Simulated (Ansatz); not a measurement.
**NaF (Villiaumite): optical spectrum from first principles**

Wanted: where NaF (Villiaumite) starts to absorb, how strongly, and its refractive index.

Program: Ansatz 0.2.0. Level of theory: DFT, PBE, plane-wave PAW, default files, scalar-relativistic, independent-particle optical response without local fields. Results are calculated unless marked as measured.

This is a report of a sequence of runs, with most program output left out.

## 1. Starting point

Symmetry: Fm-3m, No. 225, cubic system. Conventional cell: a = 4.640 Å, b = 4.640 Å, c = 4.640 Å, α = 90.00°, β = 90.00°, γ = 90.00°. Na has 6 F at 2.32 Å nearest. F has 6 Na at 2.32 Å nearest. Farther neighbours and most contacts between anions are not listed.

As a file:

```cif
data_structure
_symmetry_space_group_name_H-M 'Fm-3m'
_symmetry_Int_Tables_number 225
_cell_length_a 4.6400
_cell_length_b 4.6400
_cell_length_c 4.6400
_cell_angle_alpha 90.000
_cell_angle_beta 90.000
_cell_angle_gamma 90.000
_cell_volume 99.90
loop_
_atom_site_label
_atom_site_type_symbol
_atom_site_symmetry_multiplicity
_atom_site_Wyckoff_symbol
_atom_site_fract_x
_atom_site_fract_y
_atom_site_fract_z
_atom_site_occupancy
Na1 Na 4 a 0.00000 0.00000 0.00000 1
F1 F 4 b 0.50000 0.00000 0.00000 1
```

## 2. Ground state and bands

The self-consistent density comes first; it also tells whether there is a gap, which decides the occupations and the need for a Drude term.

This step: DFT, PBE, plane-wave PAW, default files, scalar-relativistic, ground state (Ansatz 0.2.0).

input.yaml reads:

```yaml
crystal:
  lattice:
    - [0.0, 2.32, 2.32]
    - [2.32, 0.0, 2.32]
    - [2.32, 2.32, 0.0]
  atoms:
    - { symbol: Na, position: [0.0, 0.0, 0.0] }
    - { symbol: F, position: [0.5, 0.5, 0.5] }
kpoints:
  mp_grid: { grid: [8, 8, 8] }
  band_path:
    path:
      - [[0.0, 0.0, 0.0], [0.5, 0.0, 0.5], [0.5, 0.25, 0.75], [0.375, 0.375, 0.75], [0.0, 0.0, 0.0], [0.5, 0.5, 0.5], [0.625, 0.25, 0.625], [0.5, 0.25, 0.75], [0.5, 0.5, 0.5], [0.375, 0.375, 0.75]]
      - [[0.625, 0.25, 0.625], [0.5, 0.0, 0.5]]
    npoints: 6
scf:
  occupations: { method: fermi_dirac, width: 0.05 }
  n_extra_bands: 6
hamiltonian:
  xc: pbe
  pseudopotentials: { kind: paw }
output:
  forces: true
  stress: true
  populations: true
  write_bands: true
  write_density: true
  write_potential: true
  elf: true
  volumetric_format: npy
```

Launch:

```
ansatz run input.yaml --threads 4 --pin off --max-ram 8192MiB --backend cpu --events-out ev --progress --plain --runs-dir out
```

Wall time 0.51 s (4 threads of Arm Neoverse V1, shared host); peak memory 0.28 GiB.

Read-outs, printed or worked out from the files:

```
free energy                  : -2297.4252 eV
Fermi energy                 : 4.217 eV
gap by band count            : 6.295 eV
electrons                    : 16
symmetry operations          : 48
pressure                     : 1.922 GPa
gap on the k-mesh            : 6.295 eV
volume                       : 24.97 Å³
gap on the path              : 6.295 eV
least direct gap on the path : 6.295 eV
```

There is a gap, 6.29 eV on the path, so no carriers' term is needed. The cell is left with a pressure of 1.9 GPa, as it stands unrelaxed at this level.

The electronic bands at the labelled points (eV, zero at the Fermi level; v1 is the highest filled band, c1 the lowest empty one):

| point | v3 | v2 | v1 | c1 | c2 | c3 | c4 |
| --- | --- | --- | --- | --- | --- | --- | --- |
| Γ | -3.23 | -3.23 | -3.23 | 3.07 | 15.73 | 15.73 | 15.73 |
| halfway | -4.12 | -3.44 | -3.44 | 5.49 | 11.78 | 15.85 | 16.14 |
| X | -4.49 | -3.63 | -3.63 | 9.90 | 10.08 | 10.36 | 16.49 |
| halfway | -4.38 | -3.77 | -3.71 | 9.92 | 10.04 | 10.94 | 15.12 |
| W | -4.09 | -4.09 | -3.79 | 9.97 | 9.97 | 11.95 | 13.61 |
| halfway | -4.23 | -4.04 | -3.68 | 9.76 | 9.97 | 11.68 | 14.55 |
| K | -4.28 | -4.05 | -3.59 | 9.59 | 9.98 | 11.46 | 16.11 |
| halfway | -4.23 | -3.55 | -3.39 | 5.69 | 11.49 | 14.99 | 17.68 |
| Γ | -3.23 | -3.23 | -3.23 | 3.07 | 15.73 | 15.73 | 15.73 |
| halfway | -4.11 | -3.35 | -3.35 | 4.93 | 11.91 | 16.49 | 16.49 |
| L | -4.80 | -3.48 | -3.48 | 7.54 | 9.22 | 16.85 | 16.85 |
| halfway | -4.58 | -3.75 | -3.52 | 8.31 | 9.41 | 14.18 | 16.75 |
| U | -4.28 | -4.05 | -3.59 | 9.59 | 9.98 | 11.46 | 16.11 |
| halfway | -4.23 | -4.04 | -3.68 | 9.76 | 9.97 | 11.68 | 14.55 |
| W | -4.09 | -4.09 | -3.79 | 9.97 | 9.97 | 11.95 | 13.61 |
| halfway | -4.52 | -3.80 | -3.56 | 8.54 | 9.47 | 13.87 | 15.70 |
| L | -4.80 | -3.48 | -3.48 | 7.54 | 9.22 | 16.85 | 16.85 |
| halfway | -4.58 | -3.75 | -3.52 | 8.31 | 9.41 | 14.18 | 16.75 |
| K | -4.28 | -4.05 | -3.59 | 9.59 | 9.98 | 11.46 | 16.11 |
| jump to U | -4.28 | -4.05 | -3.59 | 9.59 | 9.98 | 11.46 | 16.11 |
| halfway | -4.43 | -3.76 | -3.62 | 9.91 | 10.03 | 10.66 | 16.15 |
| X | -4.49 | -3.63 | -3.63 | 9.90 | 10.08 | 10.36 | 16.49 |

Electrostatic potential energy in the ac plane of the conventional cell at fractional y = 0.000, with atoms of Na and F within 0.2 Å of it. With pseudopotentials it is smooth inside the atoms' cores, unlike the true potential.

Ten even steps from '0' (-61 eV) to '9' (8 eV), each cell a mean:
```
03899733499961
57999976899986
99999999999999
99999999999999
89999988899999
46999732589984
34899500289963
34999610389973
68999865799997
99999999999999
99999999999999
88999998999998
25899844699973
02899633489950
```

Valence density in the ac plane of the conventional cell at fractional y = 0.000, with atoms of Na and F within 0.2 Å of it. It is the smooth field of the valence electrons, not physical close to the nuclei.

Values in e/Å³, 14 rows by 14 columns, each cell a mean:
```
14  6  0  0  0  2  7  9  4  1  0  0  2 11
 3  1  0  0  0  1  2  2  1  0  0  0  0  2
 0  0  0  0  0  0  0  0  0  0  0  0  0  0
 0  0  0  0  0  0  0  0  0  0  0  0  0  0
 1  1  0  0  0  0  0  1  0  0  0  0  0  1
 5  2  1  0  0  1  6  8  3  0  0  0  1  4
12  5  1  0  0  3 14 18  8  1  0  0  2  9
 9  4  1  0  0  2 11 14  6  0  0  0  2  7
 2  1  0  0  0  0  2  3  1  0  0  0  1  2
 0  0  0  0  0  0  0  0  0  0  0  0  0  0
 0  0  0  0  0  0  0  0  0  0  0  0  0  0
 1  0  0  0  0  0  1  1  1  0  0  0  0  0
 8  3  0  0  0  1  4  5  2  1  0  0  1  6
18  8  1  0  0  2  9 12  5  1  0  0  3 14
```

## 3. Spectrum

With the density converged, the vertical transitions are summed over the zone.

This step: DFT, PBE, plane-wave PAW, default files, scalar-relativistic, independent-particle optical response without local fields (Ansatz 0.2.0).

input.yaml, the sections that differ from step 2:

```yaml
kpoints:
  mp_grid: { grid: [8, 8, 8] }
scf:
  occupations: { method: fixed }
output:
  optics:
    e_range: [0, 20]
    de: 0.05
    sigma: 0.15
    nscf_kmesh: { grid: [10, 10, 10] }
    bands: { spectra_wanted_up_to: 20 }
# crystal, hamiltonian: as in step 2
```

The job ended after 2.3 s (4 threads; peak memory 0.47 GiB).

This step gave:

| Quantity | Value |
| --- | --- |
| electronic dielectric constant ε∞, mean over x, y and z (by symmetry where fewer were run) | 1.910 |
| absorption onset, first axis (α over 10⁴ cm⁻¹, or the direct gap if that lies higher) | 6.295 eV |
| main peak of Im epsilon, first axis | 13.83 eV |
| least direct gap on the mesh | 6.295 eV |
| bands summed | 20 |
| spectra valid up to | 31.97 eV |
| program's estimate of the k-sum error in Im epsilon | 0.16 % |
| electrons in the f-sum | 5.887 |

The Im ε, any direction has structure finer than the step of the table below, so its rows give means over 0.5 eV, whole bins alone (the curve runs from 0 to 20 eV). Peaks (eV: height): 11.10: 1.18, 13.85: 2.58.

Table of Im ε, any direction by photon energy; means over each step:

| photon energy (eV) | Im ε, any direction |
| --- | --- |
| 5.5 | 0 |
| 6.0 | 0.00745 |
| 6.5 | 0.274 |
| 7.0 | 0.511 |
| 7.5 | 0.613 |
| 8.0 | 0.674 |
| 8.5 | 0.717 |
| 9.0 | 0.753 |
| 9.5 | 0.789 |
| 10.0 | 0.835 |
| 10.5 | 0.915 |
| 11.0 | 1.11 |
| 11.5 | 1.03 |
| 12.0 | 0.842 |
| 12.5 | 0.706 |
| 13.0 | 0.675 |
| 13.5 | 1.32 |
| 14.0 | 2.14 |
| 14.5 | 1.19 |
| 15.0 | 0.901 |
| 15.5 | 0.812 |
| 16.0 | 0.852 |
| 16.5 | 0.835 |
| 17.0 | 0.759 |
| 17.5 | 0.717 |
| 18.0 | 0.711 |
| 18.5 | 0.723 |
| 19.0 | 0.994 |
| 19.5 | 1.17 |

Re ε, any direction against photon energy:

photon energy (eV), Re ε, any direction and a bar from the least value:
```
        0       1.91 ####################
        1       1.92 ####################
        2       1.93 ####################
        3       1.96 #####################
        4       2.02 ######################
        5       2.11 ########################
        6       2.33 ############################
        7       2.43 ##############################
        8       2.23 ##########################
        9       2.11 ########################
       10       2.05 #######################
       11       1.96 #####################
       12       1.59 #############
       13       1.99 #####################
       14       1.00 ##
       15       1.01 ##
       16       1.21 ######
       17       1.12 ####
       18       1.23 ######
       19       1.53 ############
       20       0.92
```

Table of refractive index n and extinction k by photon energy:

| photon energy (eV) | n | k |
| --- | --- | --- |
| 0.0 | 1.38 | 0 |
| 0.5 | 1.38 | 0 |
| 1.0 | 1.38 | 0 |
| 1.5 | 1.39 | 0 |
| 2.0 | 1.39 | 0 |
| 2.5 | 1.40 | 0 |
| 3.0 | 1.40 | 0 |
| 3.5 | 1.41 | 0 |
| 4.0 | 1.42 | 0 |
| 4.5 | 1.43 | 0 |
| 5.0 | 1.45 | 0 |
| 5.5 | 1.48 | 0 |
| 6.0 | 1.53 | 9.5e-5 |
| 6.5 | 1.60 | 0.0922 |
| 7.0 | 1.57 | 0.164 |
| 7.5 | 1.54 | 0.200 |
| 8.0 | 1.51 | 0.223 |
| 8.5 | 1.49 | 0.241 |
| 9.0 | 1.48 | 0.255 |
| 9.5 | 1.47 | 0.269 |
| 10.0 | 1.46 | 0.285 |
| 10.5 | 1.46 | 0.311 |
| 11.0 | 1.45 | 0.394 |
| 11.5 | 1.33 | 0.386 |
| 12.0 | 1.30 | 0.322 |
| 12.5 | 1.32 | 0.266 |
| 13.0 | 1.43 | 0.231 |
| 13.5 | 1.66 | 0.338 |
| 14.0 | 1.30 | 0.830 |
| 14.5 | 1.06 | 0.542 |
| 15.0 | 1.09 | 0.412 |
| 15.5 | 1.12 | 0.359 |
| 16.0 | 1.16 | 0.370 |
| 16.5 | 1.12 | 0.372 |
| 17.0 | 1.11 | 0.341 |
| 17.5 | 1.13 | 0.317 |
| 18.0 | 1.15 | 0.309 |
| 18.5 | 1.18 | 0.304 |
| 19.0 | 1.30 | 0.387 |
| 19.5 | 1.18 | 0.485 |
| 20.0 | 1.11 | 0.565 |

Values under 1 per cm are given as 1. Absorption coefficient, any direction against photon energy:

photon energy (eV), log10 absorption coefficient, any direction (1/cm) and a bar:
```
    0.000        0.0 
    0.500        0.0 
    1.000        0.0 
    1.500        0.0 
    2.000        0.0 
    2.500        0.0 
    3.000        0.0 
    3.500        0.0 
    4.000        0.0 
    4.500        0.0 
    5.000        0.0 
    5.500        0.0 
    6.000        1.8 #########
    6.500        4.8 ########################
    7.000        5.1 #########################
    7.500        5.2 ##########################
    8.000        5.3 ##########################
    8.500        5.3 ##########################
    9.000        5.4 ###########################
    9.500        5.4 ###########################
   10.000        5.5 ###########################
   10.500        5.5 ###########################
   11.000        5.6 ############################
   11.500        5.7 ############################
   12.000        5.6 ############################
   12.500        5.5 ###########################
   13.000        5.5 ###########################
   13.500        5.7 ############################
   14.000        6.1 ##############################
   14.500        5.9 #############################
   15.000        5.8 #############################
   15.500        5.8 ############################
   16.000        5.8 #############################
   16.500        5.8 #############################
   17.000        5.8 #############################
   17.500        5.7 ############################
   18.000        5.8 ############################
   18.500        5.8 ############################
   19.000        5.9 #############################
   19.500        6.0 ##############################
   20.000        6.1 ##############################
```

Reflectivity at normal incidence, any direction against photon energy; read off at these points:

photon energy (eV), reflectivity at normal incidence, any direction (%) and a bar from the least value:
```
     0.00        2.6 
     0.50        2.6 
     1.00        2.6 
     1.50        2.6 
     2.00        2.7 
     2.50        2.7 #
     3.00        2.8 #
     3.50        2.9 #
     4.00        3.0 #
     4.50        3.2 ##
     5.00        3.4 ##
     5.50        3.7 ###
     6.00        4.3 #####
     6.50        5.5 ########
     7.00        5.3 #######
     7.50        5.1 #######
     8.00        4.9 ######
     8.50        4.8 ######
     9.00        4.7 ######
     9.50        4.7 ######
    10.00        4.8 ######
    10.50        5.0 #######
    11.00        5.8 #########
    11.50        4.6 ######
    12.00        3.6 ###
    12.50        3.2 ##
    13.00        4.0 ####
    13.50        7.7 ##############
    13.85       13.9 ##############################
    14.00       13.0 ############################
    14.50        6.6 ###########
    15.00        3.9 ####
    15.50        3.1 ##
    16.00        3.4 ##
    16.50        3.3 ##
    17.00        2.8 #
    17.50        2.5 
    18.00        2.5 
    18.50        2.6 
    19.00        4.4 #####
    19.50        5.4 ########
    20.00        6.9 ############
```

Optical constants at common wavelengths, from n + ik = √ε:

| wavelength (nm) | n | k | R (%) | 1/α |
| --- | --- | --- | --- | --- |
| 1550 | 1.38 | 0.000 | 2.6 | over 1 mm |
| 1064 | 1.38 | 0.000 | 2.6 | over 1 mm |
| 800 | 1.39 | 0.000 | 2.6 | over 1 mm |
| 633 | 1.39 | 0.000 | 2.7 | over 1 mm |
| 450 | 1.40 | 0.000 | 2.8 | over 1 mm |
| 405 | 1.40 | 0.000 | 2.8 | over 1 mm |
| 248 | 1.45 | 0.000 | 3.4 | over 1 mm |

A film 1 µm thick would pass 95 % of daylight and look colourless in transmission (x = 0.313, y = 0.329).

The f-sum over the summed bands holds 5.9 of the cell's 16 electrons outside the frozen cores, 10 of which lie in bands more than 12 eV below the Fermi level, whose transitions come at higher energies. Up to 20 eV the strength has a mean oscillator energy of 13.1 eV, and these transitions give 68 % of ε∞ − 1 along x; the rest comes from higher ones.

## 4. Static response with local fields

Perturbation theory gives the static response with local fields and the functional's kernel, and it needs no empty bands.

This step: DFT, PBE, plane-wave PAW, default files, scalar-relativistic, static field response by perturbation theory with local fields (Ansatz 0.2.0).

input.yaml, the sections that differ from step 3:

```yaml
dielectric: {}
# crystal, kpoints, scf, hamiltonian: as in step 3
# output: removed
```

It took 1.5 s on 4 threads; peak memory 0.33 GiB; 5.3 s of CPU time.

Read-outs, printed or worked out from the files:

- electronic dielectric constant ε∞, mean over x, y and z (by symmetry where fewer were run): 1.872

ε∞ with local fields:

```
1.87 0.00 0.00
0.00 1.87 0.00
0.00 0.00 1.87
```

Diagonal elements. Born, by row:

| atom | Z*xx (e) | Z*yy (e) | Z*zz (e) |
| --- | --- | --- | --- |
| Na1 | 1.013 | 1.013 | 1.013 |
| F2 | -1.013 | -1.013 | -1.013 |

Mean Born charges are Na +1.01 and F -1.01, against formal valences of +1 and -1. They lie near the ionic values.

## 5. Outcome

| Property | Result |
| --- | --- |
| gap on the path | 6.29 eV |
| least direct gap on the path | 6.29 eV |
| electronic dielectric constant ε∞, mean over x, y and z (by symmetry where fewer were run) (independent particles) | 1.91 |
| absorption onset, first axis (α over 10⁴ cm⁻¹, or the direct gap if that lies higher) | 6.29 eV |
| main peak of Im epsilon, first axis | 13.8 eV |
| electronic dielectric constant ε∞, mean over x, y and z (by symmetry where fewer were run) (static response with local fields) | 1.87 |

**Reading.** At this level (PBE, independent particles) NaF has ε∞ = 1.91 (1.87 with local fields) and n = 1.38 at 1550 nm; absorption sets in near 6.3 eV, and Im ε peaks at 13.8 eV. The gap on the path is direct, 6.29 eV. Lines 0.15 eV wide carry a tail of absorption under the direct gap, past the threshold already at 6.24 eV. Absorption passes 10⁴ cm⁻¹ from the direct gap on, 6.29 eV, in the ultraviolet, so the visible is passed. Distinct maxima of Im ε, read by a parabola through the highest points, lie at 11.11 eV (1.2) and 13.83 eV (2.6). The f-sum over the summed bands holds 5.9 of the cell's 16 electrons outside the frozen cores, 10 of which lie in bands more than 12 eV below the Fermi level, whose transitions come at higher energies. Up to 20 eV the strength has a mean oscillator energy of 13.1 eV, and these transitions give 68 % of ε∞ − 1 along x; the rest comes from higher ones. A film 1 µm thick would pass 95 % of daylight and look colourless in transmission (x = 0.313, y = 0.329). With local fields and the functional's kernel the static response is 1.87 against 1.91 for independent particles (-2 %). In the base spectrum excitons and phonon-assisted transitions are missing, and so are local fields; PBE gaps are as a rule too small, which pulls the onset down and ε∞ up. In the base run ε includes the program's bounded estimate of what the bands above those summed add.

[Logs are printed without paths, hosts, clocks, repeated set-up lines and the standing remarks that a program may print on its own settings, such as how far it seeks lower states.]

[Hosts, paths, dates, database ids (printed as entryN), source tags and the programs' standing remarks are cut or masked in the printed files.]
